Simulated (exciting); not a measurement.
# Core excitons at the S L₂,₃ edge of KLuS2

How far do the exchange and direct terms reshape the S L₂,₃ edge of KLuS2?

Main program and level: exciting sodium; X-ray absorption, core-level Bethe-Salpeter equation, exchange and statically screened direct term, Tamm-Dancoff, all-electron LAPW+lo LDA.

## (1) The structure

The structure is trigonal, space group R-3m (No. 166). Conventional cell: a = 3.949 Å, b = 3.949 Å, c = 21.871 Å, α = 90.00°, β = 90.00°, γ = 120.00°. Nearest to Lu lie 6 S at 2.71 Å. Nearest to K lie 6 S at 3.15 Å. Nearest to S lie 3 Lu at 2.71 Å and 3 K at 3.15 Å. Farther neighbours and most contacts between anions are not listed.

Structure file:

```cif
data_structure
_symmetry_space_group_name_H-M 'P 1'
_symmetry_Int_Tables_number 1
_cell_length_a 7.6385
_cell_length_b 7.6385
_cell_length_c 7.6385
_cell_angle_alpha 29.961
_cell_angle_beta 29.961
_cell_angle_gamma 29.961
_cell_volume 98.46
loop_
_atom_site_label
_atom_site_type_symbol
_atom_site_fract_x
_atom_site_fract_y
_atom_site_fract_z
_atom_site_occupancy
Lu1 Lu 0.50000 0.50000 0.50000 1
K2 K 0.00000 0.00000 0.00000 1
S3 S 0.76631 0.76631 0.76631 1
S4 S 0.23369 0.23369 0.23369 1
```

Differences between curves are given as r.m.s. difference over r.m.s. height.

## (2) Ground state

The species files are the program's own, with muffin-tin radii set in the input.

Contents of input.xml:

```
<input>
  <title>KLuS2</title>
  <structure speciespath="." autormt="false" epslat="1.0e-5">
    <crystal>
      <basevect>3.7312642324 2.1542464090 13.7767333546</basevect>
      <basevect>-3.7312642324 2.1542464090 13.7767333546</basevect>
      <basevect>0.0000000000 -4.3084928179 13.7767333546</basevect>
    </crystal>
    <species speciesfile="Lu.xml" rmt="2.300">
      <atom coord="0.5000000000 0.5000000000 0.5000000000"/>
    </species>
    <species speciesfile="K.xml" rmt="2.464">
      <atom coord="0.0000000000 0.0000000000 0.0000000000"/>
    </species>
    <species speciesfile="S.xml" rmt="2.300">
      <atom coord="0.7663100000 0.7663100000 0.7663100000"/>
      <atom coord="0.2336900000 0.2336900000 0.2336900000"/>
    </species>
  </structure>
  <groundstate do="fromscratch" xctype="LDA_PW" ngridk="3 3 3" rgkmax="7" gmaxvr="14" nempty="8" swidth="0.001" maxscl="100" epsengy="1e-5"/>
</input>
```

The run is started by

```sh
$ OMP_NUM_THREADS=1 mpirun -n 4 exciting
```

The program printed:

```text
EXCITING SODIUM started
********************************************************************************
* Ground-state run starting from atomic densities                              *
********************************************************************************
+ Starting initialization                                                      +
 Lattice vectors (cartesian) :
      3.7312642324      2.1542464090     13.7767333546
     -3.7312642324      2.1542464090     13.7767333546
      0.0000000000     -4.3084928179     13.7767333546
 Reciprocal lattice vectors (cartesian) :
      0.8419646688      0.4861085282      0.1520240719
     -0.8419646688      0.4861085282      0.1520240719
     -0.0000000000     -0.9722170564      0.1520240719
 Unit cell volume                           :     664.4294685806
 Brillouin zone volume                      :       0.3733281336
 Species :    1 (Lu)
     parameters loaded from                 :    Lu.xml
     name                                   :    lutetium
     nuclear charge                         :     -71.00000000
     electronic charge                      :      71.00000000
     atomic mass                            :  318945.32950000
     muffin-tin radius                      :       2.30000000
     # of radial points in muffin-tin       :     600
     atomic positions (lattice) :
       1 :   0.00000000  0.00000000  0.00000000
 Species :    2 (K)
     parameters loaded from                 :    K.xml
     name                                   :    potassium
     nuclear charge                         :     -19.00000000
     electronic charge                      :      19.00000000
     atomic mass                            :   71271.84085000
     muffin-tin radius                      :       2.46400000
     # of radial points in muffin-tin       :     350
     atomic positions (lattice) :
       1 :   0.50000000  0.50000000  0.50000000
 Species :    3 (S)
     parameters loaded from                 :    S.xml
     name                                   :    sulphur
     nuclear charge                         :     -16.00000000
     electronic charge                      :      16.00000000
     atomic mass                            :   58452.74216000
     muffin-tin radius                      :       2.30000000
     # of radial points in muffin-tin       :     300
     atomic positions (lattice) :
       1 :   0.26631000  0.26631000  0.26631000
       2 :   0.73369000  0.73369000  0.73369000
 Total number of atoms per unit cell        :       4
 Spin treatment                             :    spin-unpolarised
 Number of Bravais lattice symmetries       :      12
 Number of crystal symmetries               :      12
 k-point grid                               :       3    3    3
 Total number of k-points                   :       6
 k-point set is reduced with crystal symmetries
 R^MT_min * |G+k|_max (rgkmax)              :       7.00000000
 Species with R^MT_min                      :       1 (Lu)
 Maximum |G+k| for APW functions            :       3.04347826
 Maximum |G| for potential and density      :      14.00000000
 G-vector grid sizes                        :      72    72    72
 Total number of G-vectors                  :   30757
 Maximum angular momentum used for
     APW functions                          :       8
     computing H and O matrix elements      :       8
     potential and density                  :       8
     inner part of muffin-tin               :       2
 Total nuclear charge                       :    -122.00000000
 Total electronic charge                    :     122.00000000
 Total core charge                          :      76.00000000
 Total valence charge                       :      46.00000000
 Number of empty states                     :       8
 Total number of valence states             :      32
 Maximum Hamiltonian size                   :     362
 Maximum number of plane-waves              :     326
 Total number of local-orbitals             :      36
 Exchange-correlation type                  :       3
     Perdew-Wang, Phys. Rev. B 45, 13244 (1992)
 Smearing scheme                            :    Gaussian
 Smearing width                             :       0.00100000
 Using multisecant Broyden potential mixing
+ Ending initialization                                                        +
********************************************************************************
* Groundstate module started                                                   *
********************************************************************************
 Output level for this task is set to normal
+ Self-consistent loop started                                                 +
 Density and potential initialised from atomic data
+ SCF iteration number :    1                                                  +
 Total energy                               :    -15958.67816317
 _______________________________________________________________
 Fermi energy                               :         0.14813264
 Kinetic energy                             :     17651.99548787
 Coulomb energy                             :    -33236.45351925
 Exchange energy                            :      -362.90966571
 Correlation energy                         :       -11.31046608
 DOS at Fermi energy (states/Ha/cell)       :         0.00000000
 Electron charges :
     core                                   :        76.00000000
     core leakage                           :         0.00010051
     valence                                :        46.00000000
     interstitial                           :         5.99657695
     charge in muffin-tin spheres :
                  atom     1    Lu          :        68.00297550
                  atom     2     K          :        17.62738392
                  atom     3     S          :        15.18653181
                  atom     4     S          :        15.18653181
     total charge in muffin-tins            :       116.00342305
     total charge                           :       122.00000000
 Estimated fundamental gap                  :         0.12317491
        valence-band maximum at    1      0.0000  0.0000  0.0000
     conduction-band minimum at    6      0.6667  0.3333  0.3333
[... further iterations ...]
| Convergence targets achieved. Performing final SCF iteration                 +
 Total energy                               :    -15969.17959492
 _______________________________________________________________
 Fermi energy                               :         0.16104077
 Kinetic energy                             :     17643.55237996
 Coulomb energy                             :    -33238.51972582
 Exchange energy                            :      -362.90665984
 Correlation energy                         :       -11.30558921
 DOS at Fermi energy (states/Ha/cell)       :         0.00000000
 Electron charges :
     core                                   :        76.00000000
     core leakage                           :         0.00010132
     valence                                :        46.00000000
     interstitial                           :         6.38112466
     charge in muffin-tin spheres :
                  atom     1    Lu          :        68.20564244
                  atom     2     K          :        17.67665277
                  atom     3     S          :        14.86829006
                  atom     4     S          :        14.86829006
     total charge in muffin-tins            :       115.61887534
     total charge                           :       122.00000000
 Estimated fundamental gap                  :         0.08435711
        valence-band maximum at    1      0.0000  0.0000  0.0000
     conduction-band minimum at    6      0.6667  0.3333  0.3333
+ Self-consistent loop stopped                                                 +
 STATE.OUT is written
********************************************************************************
* Groundstate module stopped                                                   *
********************************************************************************
 Total time spent (seconds)                 :        66.05
- CAUTION! Warnings have been written in file WARNING.OUT !                    -
| EXCITING SODIUM stopped                                                      =
```

Elapsed: 68 s, on 4 MPI ranks of Intel Xeon at 2.70GHz, shared host.

The warnings file holds hints only, no warning.

The mesh shows a gap of 2.30 eV. Core levels (Dirac, from the valence top):

```csv
atom,level,energy (eV)
S,1s1/2,-2388.8
S,2s1/2,-202.8
S,2p1/2,-149.3
S,2p3/2,-148.1
```

## (3) A richer basis for the empty states

Each species file gets more local orbitals, built from u and its energy derivative at 0.15 Ha and u at 0.9 Ha.

input.xml is that of step 2.

Contents of SPECIES.xml, added lines:

```
<lo l="L">  <!-- L = 0, 1, 2, and 3 from Cs on -->
  <wf matchingOrder="0" trialEnergy="0.1500" searchE="false"/>
  <wf matchingOrder="1" trialEnergy="0.1500" searchE="false"/>
  <wf matchingOrder="0" trialEnergy="0.9000" searchE="false"/>
</lo>
```

The run is started by

```sh
$ OMP_NUM_THREADS=1 mpirun -n 4 exciting
```

The program printed:

```text
EXCITING SODIUM started
********************************************************************************
* Ground-state run starting from atomic densities                              *
********************************************************************************
+ Starting initialization                                                      +
[... lattice and species ...]
 Spin treatment                             :    spin-unpolarised
 Number of Bravais lattice symmetries       :      12
[...]
+ Self-consistent loop stopped                                                 +
 STATE.OUT is written
********************************************************************************
* Groundstate module stopped                                                   *
********************************************************************************
 Total time spent (seconds)                 :        64.86
- CAUTION! Warnings have been written in file WARNING.OUT !                    -
| EXCITING SODIUM stopped                                                      =
[key lines of the parts left out:]
Total energy                               :    -15969.18042233
Fermi energy                               :         0.16126879
```

It took 66 s on 4 MPI ranks.

Against the first ground state the total energy moves by -6 meV an atom and the gap by 0.00 eV.

(Part 1 of 3 ends here.)

[Banner, clock and machine lines of the logs are left out without a mark of their own.]

[Logs are printed without paths, hosts, clocks, repeated set-up lines and the standing remarks that a program may print on its own settings, such as how far it seeks lower states.]

[Hosts, paths, dates, database ids (printed as entryN), source tags and the programs' standing remarks are cut or masked in the printed files.]
